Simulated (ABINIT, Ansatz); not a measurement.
# Lithium (Im-3m): from the cell to the phonon bands

How does Lithium (Im-3m) vibrate, and is this structure a minimum?

Program: ABINIT 10.8.3. Level of theory: DFT LDA, scalar-relativistic, plane waves, PseudoDojo norm-conserving pseudopotentials. Results are calculated unless marked as measured.

This is a report of a sequence of runs, with most program output left out.

## Step 1: The structure

It takes space group Im-3m (No. 229, cubic). The conventional cell has a = 3.366 Å, b = 3.366 Å, c = 3.366 Å, α = 90.00°, β = 90.00°, γ = 90.00°. Nearest to Li lie 8 Li at 2.91 Å.

## Step 2: Relaxation

The harmonic expansion needs vanishing forces, and a free crystal bears no stress, so cell and atoms are brought to rest. Stress is more sensitive to the basis than forces are: the last 3 Ha under the cutoff are smoothed with ecutsm, and the cutoff is raised above that of the later runs.

The starting cell comes from a relaxation made beforehand in Ansatz (LDA, PseudoDojo NC).

Input file relax.abi:

```
# relaxation
ionmov 2
optcell 2
dilatmx 1.08
ntime 40
tolmxf 1.0d-05
tolvrs 1.0d-14
prtwf 0
prtden 0
chksymtnons 0

# basis, mesh and filling
ecut 41.0
ecutsm 3.0
ngkpt 14 14 14
nshiftk 1
shiftk 0.0 0.0 0.0
istwfk *1
occopt 7
tsmear 0.01
nband 6
nstep 100
diemac 1000000.0
prtebands 0
prtgsr 0
useylm 1

# cell and atoms
acell 3*1.0 Angstrom
rprim 
    1.682761888 1.682761888 1.682761888
    -1.682761888 1.682761888 1.682761888
    -1.682761888 -1.682761888 1.682761888
ntypat 1
znucl 3
natom 1
typat 1
xred 
    0.0 0.0 0.0
pp_dirpath "./pseudo"
pseudos "Li.upf"
```

Launch:

```sh
$ OMP_NUM_THREADS=1 mpirun -n 4 abinit relax.abi > relax.log
```

Wall time 6 s (4 MPI ranks of Arm Neoverse V2, shared host); 24 s of CPU time.

Little changed from the start: no atom moved by 0.005 Å and no cell edge by 0.1 %.

Numbers from this step:

```
volume per atom   : 19.06 Å³
pressure          : -0.002052 GPa
gap on the k-mesh : 0 eV
```

## Step 3: Self-consistent run for the response

First-order wavefunctions inherit every error of the ground state, hence the very tight tolvrs. Occupations are smeared.

Input file gs.abi:

```
# ground state
tolvrs 1.0d-16
prtden 1
prtwf 1

# basis, mesh and filling
ecut 33.0
ngkpt 16 16 16
nshiftk 1
shiftk 0.0 0.0 0.0
istwfk *1
occopt 7
tsmear 0.01
nband 6
nstep 100
diemac 1000000.0
prtebands 0
prtgsr 0
useylm 1

# cell and atoms
acell 3*1.0 Angstrom
rprim 
    1.682761889 1.682761889 1.682761889
    -1.682761889 1.682761889 1.682761889
    -1.682761889 -1.682761889 1.682761889
ntypat 1
znucl 3
natom 1
typat 1
xred 
    0.0 0.0 0.0
pp_dirpath "./pseudo"
pseudos "Li.upf"
```

Launch:

```sh
$ OMP_NUM_THREADS=1 mpirun -n 4 abinit gs.abi > gs.log
```

Run time: 6.2 s. Hardware: 4 MPI ranks.

Read from the output:

- pressure: -0.3335 GPa

The cell stands at -0.33 GPa: the relaxation ran with a smoothed and higher cutoff and on another k mesh.

## Step 4: Linear response at Γ

At q = 0 one unit cell holds all displacements. The response is solved for single atoms along the cell's directions, and symmetry skips those that follow from others. The crystal is treated as a metal, which screens a static field, so no field response is asked.

Input file dfpt_gamma.abi:

```

# common to the responses
getwfk_filepath "gso_WFK"
kptopt 2
nqpt 1
qpt 0.0 0.0 0.0
asr 0
chneut 0

# displacements
rfphon 1
rfatpol 1 1
rfdir 1 1 1
tolvrs 1.0d-10
prtwf 0

# basis, mesh and filling
ecut 33.0
ngkpt 16 16 16
nshiftk 1
shiftk 0.0 0.0 0.0
istwfk *1
occopt 7
tsmear 0.01
nband 6
nstep 100
diemac 1000000.0
prtebands 0
prtgsr 0
useylm 1

# cell and atoms
acell 3*1.0 Angstrom
rprim 
    1.682761889 1.682761889 1.682761889
    -1.682761889 1.682761889 1.682761889
    -1.682761889 -1.682761889 1.682761889
ntypat 1
znucl 3
natom 1
typat 1
xred 
    0.0 0.0 0.0
pp_dirpath "./pseudo"
pseudos "Li.upf"
```

Launch:

```sh
$ OMP_NUM_THREADS=1 mpirun -n 4 abinit dfpt_gamma.abi > dfpt_gamma.log
```

Elapsed: 14 s, on 4 MPI ranks; 54 s of CPU time.

With one atom there are acoustic modes alone, which should vanish; they come out at 3.07 cm⁻¹ in size, the error that the sum rule removes later.

## Step 5: Modes with the sum rule

anaddb reads the merged derivatives and imposes the acoustic sum rule.

Input file anaddb.abi:

```
ddb_filepath "gamma_DDB"
output_file "anaddb.abo"
outdata_prefix "anaddb"
asr 1
chneut 1
enunit 2
eivec 1
nph1l 1
qph1l 0.0 0.0 0.0 1.0
```

Input file mrgddb.in:

```
gamma_DDB
merged
2
dfpt_gammao_DDB
gso_DDB
```

Launch:

```sh
$ mrgddb < mrgddb.in > mrgddb.log
$ OMP_NUM_THREADS=1 anaddb anaddb.abi > anaddb.log
```

The job ended after 0.52 s (1 thread).

Zone-centre frequencies as printed; negative means imaginary. Modes:

```
mode  frequency (cm⁻¹)
   1                 0
   2                 0
   3                 0
```

## Step 6: Linear response on the mesh

Linear response treats each wavevector in the unit cell, with no supercell; the 4×4×4 mesh fixes the range of the force constants to be had.

Input file dfpt_q.abi:

```
ndtset 7

# wavevectors
qpt1 0.25 0.0 0.0
qpt2 0.5 0.0 0.0
qpt3 0.5 0.25 0.0
qpt4 0.25 0.25 0.25
qpt5 0.5 0.25 0.25
qpt6 0.25 -0.25 0.25
qpt7 0.5 0.5 0.5

# displacements
getwfk_filepath "gso_WFK"
getwfq_filepath "gso_WFK"
kptopt 3
nqpt 1
rfphon 1
rfatpol 1 1
rfdir 1 1 1
tolvrs 1.0d-10
prtwf 0

# basis, mesh and filling
ecut 33.0
ngkpt 16 16 16
nshiftk 1
shiftk 0.0 0.0 0.0
istwfk *1
occopt 7
tsmear 0.01
nband 6
nstep 100
diemac 1000000.0
prtebands 0
prtgsr 0
useylm 1

# cell and atoms
acell 3*1.0 Angstrom
rprim 
    1.682761889 1.682761889 1.682761889
    -1.682761889 1.682761889 1.682761889
    -1.682761889 -1.682761889 1.682761889
ntypat 1
znucl 3
natom 1
typat 1
xred 
    0.0 0.0 0.0
pp_dirpath "./pseudo"
pseudos "Li.upf"
```

Launch:

```sh
$ OMP_NUM_THREADS=1 mpirun -n 4 abinit dfpt_q.abi > dfpt_q.log
```

Run time: 17 min. Hardware: 4 MPI ranks.

Numbers from this step:

- lowest mode on the q mesh (acoustic ones at the zone centre apart): 32.9 cm⁻¹

Frequencies (cm⁻¹) before the sum rule at the irreducible wavevectors but Γ, which is solved apart; negative means imaginary. Frequencies by wavevector:

```csv
q (fractions),star,mode 1,mode 2,mode 3
0.25 0 0,12,32.9,135.1,234.8
0.5 0 0,6,55.44,192.1,334.9
0.5 0.25 0,24,130.4,258.6,309.7
0.25 0.25 0.25,6,224.5,231.8,231.8
0.5 0.25 0.25,12,224.1,291.2,325.7
0.25 -0.25 0.25,2,273.8,273.8,273.8
0.5 0.5 0.5,1,343,343,343
```

## Step 7: Dispersion

anaddb transforms the dynamical matrices to force constants and back along the path; points of the mesh come back as solved, but for the sum rule and, in polar crystals, the LO-TO term at Γ; the rest is interpolation.

Input file anaddb.abi:

```
ddb_filepath "all_DDB"
output_file "anaddb.abo"
outdata_prefix "anaddb"
ifcflag 1
ngqpt 4 4 4
nqshft 1
q1shft 0.0 0.0 0.0
asr 1
chneut 0
dipdip 0
dipquad 0
quadquad 0
enunit 0
eivec 0
nph1l 62
qph1l 
    0.0 0.0 0.0 1.0
    0.05 0.05 -0.05 1.0
    0.1 0.1 -0.1 1.0
    0.15 0.15 -0.15 1.0
    0.2 0.2 -0.2 1.0
    0.25 0.25 -0.25 1.0
    0.3 0.3 -0.3 1.0
    0.35 0.35 -0.35 1.0
    0.4 0.4 -0.4 1.0
    0.45 0.45 -0.45 1.0
    0.5 0.5 -0.5 1.0
    0.5 0.45 -0.5 1.0
    0.5 0.4 -0.5 1.0
    0.5 0.35 -0.5 1.0
    0.5 0.3 -0.5 1.0
    0.5 0.25 -0.5 1.0
    0.5 0.2 -0.5 1.0
    0.5 0.15 -0.5 1.0
    0.5 0.1 -0.5 1.0
    0.5 0.05 -0.5 1.0
    0.5 0.0 -0.5 1.0
    0.45 0.0 -0.45 1.0
    0.4 0.0 -0.4 1.0
    0.35 0.0 -0.35 1.0
    0.3 0.0 -0.3 1.0
    0.25 0.0 -0.25 1.0
    0.2 0.0 -0.2 1.0
    0.15 0.0 -0.15 1.0
    0.1 0.0 -0.1 1.0
    0.05 0.0 -0.05 1.0
    0.0 0.0 0.0 1.0
    0.075 0.025 -0.025 1.0
    0.15 0.05 -0.05 1.0
    0.225 0.075 -0.075 1.0
    0.3 0.1 -0.1 1.0
    0.375 0.125 -0.125 1.0
    0.45 0.15 -0.15 1.0
    0.525 0.175 -0.175 1.0
    0.6 0.2 -0.2 1.0
    0.675 0.225 -0.225 1.0
    0.75 0.25 -0.25 1.0
    0.725 0.275 -0.275 1.0
    0.7 0.3 -0.3 1.0
    0.675 0.325 -0.325 1.0
    0.65 0.35 -0.35 1.0
    0.625 0.375 -0.375 1.0
    0.6 0.4 -0.4 1.0
    0.575 0.425 -0.425 1.0
    0.55 0.45 -0.45 1.0
    0.525 0.475 -0.475 1.0
    0.5 0.5 -0.5 1.0
    0.75 0.25 -0.25 1.0
    0.725 0.225 -0.275 1.0
    0.7 0.2 -0.3 1.0
    0.675 0.175 -0.325 1.0
    0.65 0.15 -0.35 1.0
    0.625 0.125 -0.375 1.0
    0.6 0.1 -0.4 1.0
    0.575 0.075 -0.425 1.0
    0.55 0.05 -0.45 1.0
    0.525 0.025 -0.475 1.0
    0.5 0.0 -0.5 1.0
```

Input file mrgddb.in:

```
all_DDB
merged
8
dfpt_gammao_DDB
dfpt_qo_DS1_DDB
dfpt_qo_DS2_DDB
dfpt_qo_DS3_DDB
dfpt_qo_DS4_DDB
dfpt_qo_DS5_DDB
dfpt_qo_DS6_DDB
dfpt_qo_DS7_DDB
```

Launch:

```sh
$ mrgddb < mrgddb.in > mrgddb.log
$ OMP_NUM_THREADS=1 anaddb anaddb.abi > anaddb.log
```

Run time: 0.52 s. Hardware: 1 thread.

This step gave:

```yaml
lowest_frequency_on_the_path: -16.23 cm⁻¹
```

Anaddb. The phonon branches at the labelled points (cm⁻¹):

| point | branch 1 | branch 2 | branch 3 |
| --- | --- | --- | --- |
| Γ | 0 | 0 | 0 |
| halfway | 224 | 232 | 232 |
| H | 343 | 343 | 343 |
| halfway | 224 | 291 | 326 |
| N | 56 | 192 | 335 |
| halfway | 33 | 135 | 235 |
| Γ | 0 | 0 | 0 |
| halfway | 148 | 148 | 263 |
| P | 274 | 274 | 274 |
| halfway | 169 | 315 | 315 |
| H | 343 | 343 | 343 |
| jump to P | 274 | 274 | 274 |
| halfway | 171 | 243 | 327 |
| N | 56 | 192 | 335 |

The path dips to 16i cm⁻¹ between the solved wavevectors, whose modes are all real, so the dip may come from the interpolation.

## Step 8: Sums over the zone

Sums over the zone need many more wavevectors than were solved, so the interpolation is sampled on a dense mesh.

Input file anaddb.abi:

```
ddb_filepath "all_DDB"
output_file "anaddb.abo"
outdata_prefix "anaddb"
ifcflag 1
ngqpt 4 4 4
nqshft 1
q1shft 0.0 0.0 0.0
asr 1
chneut 0
dipdip 0
dipquad 0
quadquad 0
prtdos 2
ng2qpt 19 19 19
dosdeltae 4.5563e-06
ntemper 11
temperinc 100.0
tempermin 0.0
```

Launch:

```sh
$ OMP_NUM_THREADS=1 anaddb anaddb.abi > anaddb.log
```

It took 0.62 s on 1 thread.

Read from the output:

```yaml
share_of_modes_beyond_3i_cm_minus1_on_the_dense_interpolated_mesh: 4.00e-4
```

Tetrahedra. Table of phonon density of states by wavenumber; read off at these points:

```
wavenumber (cm⁻¹)  phonon density of states (1/cm⁻¹/cell)
            -20.0                                       0
            -10.0                                  7.0e-5
              0.0                                  1.8e-4
             10.0                                  2.8e-4
             20.0                                  4.2e-4
             30.0                                  9.2e-4
             40.0                                 0.00135
             50.0                                 0.00192
             60.0                                  0.0028
             70.0                                 0.00472
             80.0                                 0.00517
             90.0                                 0.00589
            100.0                                 0.00687
            110.0                                  0.0076
            120.0                                  0.0091
            130.0                                  0.0101
            138.0                                  0.0114
            140.0                                  0.0110
            150.0                                 0.00928
            160.0                                 0.00827
            170.0                                 0.00799
            180.0                                 0.00827
            190.0                                 0.00894
            200.0                                  0.0102
            210.0                                  0.0103
            220.0                                  0.0105
            230.0                                  0.0103
            240.0                                  0.0105
            250.0                                  0.0107
            260.0                                  0.0109
            270.0                                  0.0115
            280.0                                  0.0115
            290.0                                  0.0117
            300.0                                  0.0137
            310.0                                  0.0191
            320.0                                  0.0331
            322.0                                  0.0340
            330.0                                  0.0167
            340.0                                 0.00115
            350.0                                       0
```

## Step 9: Ground state, volume × 0.98

gs.abi, as its differences from that of step 3:

```diff
@@ -23,5 +23,5 @@
 rprim 
-    1.682761889 1.682761889 1.682761889
-    -1.682761889 1.682761889 1.682761889
-    -1.682761889 -1.682761889 1.682761889
+    1.671467845 1.671467845 1.671467845
+    -1.671467845 1.671467845 1.671467845
+    -1.671467845 -1.671467845 1.671467845
 ntypat 1
```

Launch:

```sh
$ OMP_NUM_THREADS=1 mpirun -n 4 abinit gs.abi > gs.log
```

It took 6.1 s on 4 MPI ranks.

This step gave:

```
volume per atom : 18.68 Å³
pressure        : -0.02794 GPa
```

The printed pressure carries the offset of the base run, -0.33 GPa; against it the change of volume adds +0.31 GPa.

## Step 10: Zone-centre response, volume × 0.98

It reads the wavefunctions written in step 9.

dfpt_gamma.abi, as its differences from that of step 4:

```diff
@@ -34,5 +34,5 @@
 rprim 
-    1.682761889 1.682761889 1.682761889
-    -1.682761889 1.682761889 1.682761889
-    -1.682761889 -1.682761889 1.682761889
+    1.671467845 1.671467845 1.671467845
+    -1.671467845 1.671467845 1.671467845
+    -1.671467845 -1.671467845 1.671467845
 ntypat 1
```

Launch:

```sh
$ OMP_NUM_THREADS=1 mpirun -n 4 abinit dfpt_gamma.abi > dfpt_gamma.log
```

Wall time 13 s (4 MPI ranks); 53 s of CPU time.

With one atom there are acoustic modes alone, which should vanish; they come out at 6.75 cm⁻¹ in size, the error that the sum rule removes later.

## Step 11: What came out

```yaml
space_group_after_relaxation: Im-3m
volume_per_atom: 19.1 Å³
q_mesh: 4×4×4
lowest_mode_on_the_q_mesh_acoustic_ones_at_the_zone_centre_apart: 32.9 cm⁻¹
imaginary_modes_on_the_q_mesh: none
```

What this shows: Lithium (Im-3m) is dynamically stable on the 4×4×4 mesh; its spectrum reaches 343 cm⁻¹. The runs at other volumes were meant for Grüneisen parameters, which were not obtained. The base run prints -0.33 GPa, mostly the error of a finite basis; the relaxation, with a smoothed and higher cutoff, had brought the cell to rest. The imaginary part of the path lies between the solved wavevectors, so it may come from the interpolation. These are harmonic frequencies at zero temperature: anharmonic shifts and linewidths and thermal expansion are left out. In a metal the frequencies hang on the k mesh and the smearing, most of all near Kohn anomalies. A run on a mesh of wavevectors was begun and cut off at its time limit; it is not shown, and nothing is said of wavevectors that it left out.

[Host names and launcher messages were left out of these logs when they were recorded.]

[Logs are printed without paths, hosts, clocks, repeated set-up lines and the standing remarks that a program may print on its own settings, such as how far it seeks lower states.]

[Hosts, paths, dates, database ids (printed as entryN), source tags and the programs' standing remarks are cut or masked in the printed files.]
